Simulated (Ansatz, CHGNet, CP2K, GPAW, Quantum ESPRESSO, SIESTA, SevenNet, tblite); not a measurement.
# What went wrong? SIESTA on random packing of 61Li2S-17P2S5-22LiCl (mol %) (62 atoms)

Program: SIESTA 5.4.2, a calculation on a cell of 26 Li, 26 S, 6 P and 4 Cl, 19.9 Å³ an atom.

input.fdf reads:

```
SystemLabel cell
NumberOfAtoms 62
NumberOfSpecies 4
%block ChemicalSpeciesLabel
  1 3 Li
  2 16 S
  3 15 P
  4 17 Cl
%endblock ChemicalSpeciesLabel
LatticeConstant 1.0 Ang
%block LatticeVectors
  10.73070 0.00000 0.00000
  0.00000 10.73070 0.00000
  0.00000 0.00000 10.73070
%endblock LatticeVectors
PAO.BasisSize DZP
PAO.EnergyShift 0.01 Ry
PAO.Polarization.NonPerturbative T
XC.Functional GGA
XC.Authors PBE
MeshCutoff 20 Ry
%block kgrid_Monkhorst_Pack
  1 0 0 0.0
  0 1 0 0.0
  0 0 1 0.0
%endblock kgrid_Monkhorst_Pack
SolutionMethod diagon
OccupationFunction FD
ElectronicTemperature 580 K
SCF.Mixer.Method Pulay
SCF.Mixer.Weight 0.15
SCF.Mixer.History 8
SCF.Mix Hamiltonian
MaxSCFIterations 60
SCF.DM.Tolerance 1e-04
SCF.H.Tolerance 1.0e-3 eV
WriteForces T
Write.HirshfeldPop T
Write.VoronoiPop T
Write.DM F
Write.H F
XML.Write F
AtomicCoordinatesFormat Fractional
%block AtomicCoordinatesAndAtomicSpecies
  0.97120 0.00549 0.57681 1
  0.40835 0.80944 0.15454 1
  0.98034 0.50409 0.43001 1
  0.66960 0.02867 0.09513 1
  0.31880 0.26943 0.56089 1
  0.47706 0.50371 0.81912 1
  0.15892 0.36128 0.99988 1
  0.73348 0.85169 0.73855 1
  0.84880 0.34559 0.95435 1
  0.18554 0.11129 0.35091 1
[... 48 atom lines left out ...]
  0.25548 0.78134 0.72413 4
  0.94652 0.58313 0.63207 4
  0.07673 0.77563 0.04789 4
  0.27892 0.61858 0.95942 4
%endblock AtomicCoordinatesAndAtomicSpecies
```

Command:

```sh
$ OMP_NUM_THREADS=1 siesta < input.fdf > output.txt
```

Output:

```text
Version         : 5.4.2
reinit: System Name:
reinit: System Label: cell
initatom: Reading input for the pseudopotentials and atomic orbitals ----------
Species number:   1 Atomic number:    3 Label: Li
Species number:   2 Atomic number:   16 Label: S
Species number:   3 Atomic number:   15 Label: P
Species number:   4 Atomic number:   17 Label: Cl
Ground state valence configuration (from tables):   2s01  2p00  3d00  4f00
Ground state valence configuration (from tables):   3s02  3p04  3d00  4f00
Ground state valence configuration (from tables):   3s02  3p03  3d00  4f00
Ground state valence configuration (from tables):   3s02  3p05  3d00  4f00
---- Processing specs for species: Li
GGA--PBE XC_GGA_X_PBE--XC_GGA_C_PBE pb
Semicore shell(s) with  2 electrons included in the valence for Li
---- Processing specs for species: S
GGA--PBE XC_GGA_X_PBE--XC_GGA_C_PBE pb
---- Processing specs for species: P
GGA--PBE XC_GGA_X_PBE--XC_GGA_C_PBE pb
---- Processing specs for species: Cl
GGA--PBE XC_GGA_X_PBE--XC_GGA_C_PBE pb
Semicore shell(s): 1s
[... lines left out ...]
Total number of electrons:   292.000000
[... lines left out ...]
stepf: Fermi-Dirac step function
        iscf     Eharris(eV)        E_KS(eV)     FreeEng(eV)     dDmax    Ef(eV) dHmax(eV)
[... lines left out ...]
SCF Convergence by DM+H criterion
[... lines left out ...]
SCF cycle converged after 25 iterations
[... lines left out ...]
   Max   42.749163
[... lines left out ...]
   Max   42.749163    constrained
Stress tensor Voigt[x,y,z,yz,xz,xy] (kbar):       71.54       21.15       24.22       -4.54       -6.34       10.22
(Free)E + p*V (eV/cell)   -15853.3913
Target enthalpy (eV/cell)   -15823.3376
siesta: Program's energy decomposition (eV):
siesta: Ebs     =     -5359.096190
siesta: Eions   =     24043.167388
siesta: Ena     =      6685.027668
siesta: Ekin    =      7346.282639
siesta: Enl     =     -1754.265754
siesta: DEna    =       162.030385
siesta: DUscf   =         7.955965
siesta: Ex      =     -3876.970502
siesta: Ec      =      -349.859497
siesta: Exc     =     -4226.829998
siesta: Eharris =    -15822.966470
siesta: Etot    =    -15822.966483
siesta: FreeEng =    -15823.337557
siesta: Final energy (eV):
siesta:  Band Struct. =   -5359.096190
siesta:       Kinetic =    7346.282639
siesta:       Hartree =    2993.055357
siesta:         Exch. =   -3876.970502
siesta:         Corr. =    -349.859497
siesta:   Exch.-corr. =   -4226.829998
siesta:  Ion-electron =  -14250.801804
siesta:       Ion-ion =   -7684.672676
siesta:         Total =  -15822.966483
siesta:         Fermi =      -5.825661
siesta: Stress tensor (static) (eV/Ang**3):
siesta:     0.044649    0.006378   -0.003955
siesta:     0.006377    0.013201   -0.002835
siesta:    -0.003955   -0.002835    0.015119
siesta: Cell volume =       1235.617812 Ang**3
siesta: Pressure (static):
siesta:                Solid            Molecule  Units
siesta:          -0.00026491          0.00173209  Ry/Bohr**3
siesta:          -0.02432282          0.15903340  eV/Ang**3
siesta:         -38.96946042        254.79959651  kBar
    Orbital volume contribution        =          50.442867 eV
    (Free)E + p_basis*V_orbitals       =      -15772.894690 eV
    (Free)Eharris+ p_basis*V_orbitals  =      -15772.894677 eV
Hirshfeld Atomic Populations:
Atom #   charge [q] valence [e]  Species
     1    -0.016151    3.016151  Li
     2     0.056013    2.943987  Li
     3     0.065777    2.934223  Li
[...]
27    -0.177902    6.177902  S
    28     0.050845    5.949155  S
    29     0.025897    5.974103  S
[...]
53     0.174207    4.825793  P
    54     0.139335    4.860665  P
    55     0.169541    4.830459  P
[...]
59    -0.040611    7.040611  Cl
    60     0.205377    6.794623  Cl
    61    -0.024080    7.024080  Cl
[...]
--------------------
 Total     0.013922
Voronoi Atomic Populations:
Atom #   charge [q] valence [e]  Species
[...]
25     0.034708    2.965292  Li
    26    -0.038149    3.038149  Li
[...]
51    -0.014978    6.014978  S
    52    -0.149591    6.149591  S
[...]
57     0.259802    4.740198  P
    58     0.177659    4.822341  P
[...]
61    -0.017035    7.017035  Cl
    62    -0.066925    7.066925  Cl
--------------------
 Total    -0.043093
```

Wall time 17 s (1 thread of Arm Neoverse V2, shared host); peak memory 0.25 GiB.

Banners, paths, timers and routine set-up lines are dropped from the logs unmarked, and long logs keep their key lines alone; longer cuts are marked.

Against a plane-wave PBE reference and this program's sound run:

* r.m.s. difference of force components: 16420 meV/Å
* longest difference of force vectors: 62740 meV/Å
* force difference over r.m.s. force: 2667 %
* slope of forces against the reference's: 2.21
* energy less the same-level run's: -28.38 meV/atom
* r.m.s. force difference from the same-level run: 16410 meV/Å

Why should this run not be trusted?

A mesh cutoff far too low: mesh cutoff 20 Ry. The sound run has mesh cutoff 300 Ry.

The run converged all the same, so the exit status doesn't show the fault.

[Also dropped from logs without a mark: logging warnings of Python, and SIESTA's first energy breakdown and zero terms.]

[Logs are printed without paths, hosts, clocks, repeated set-up lines and the standing remarks that a program may print on its own settings, such as how far it seeks lower states.]

[Hosts, paths, dates, database ids (printed as entryN), source tags and the programs' standing remarks are cut or masked in the printed files.]

[In the cut log the line «Semicore shell(s)» belongs to another species than the heading above it.]
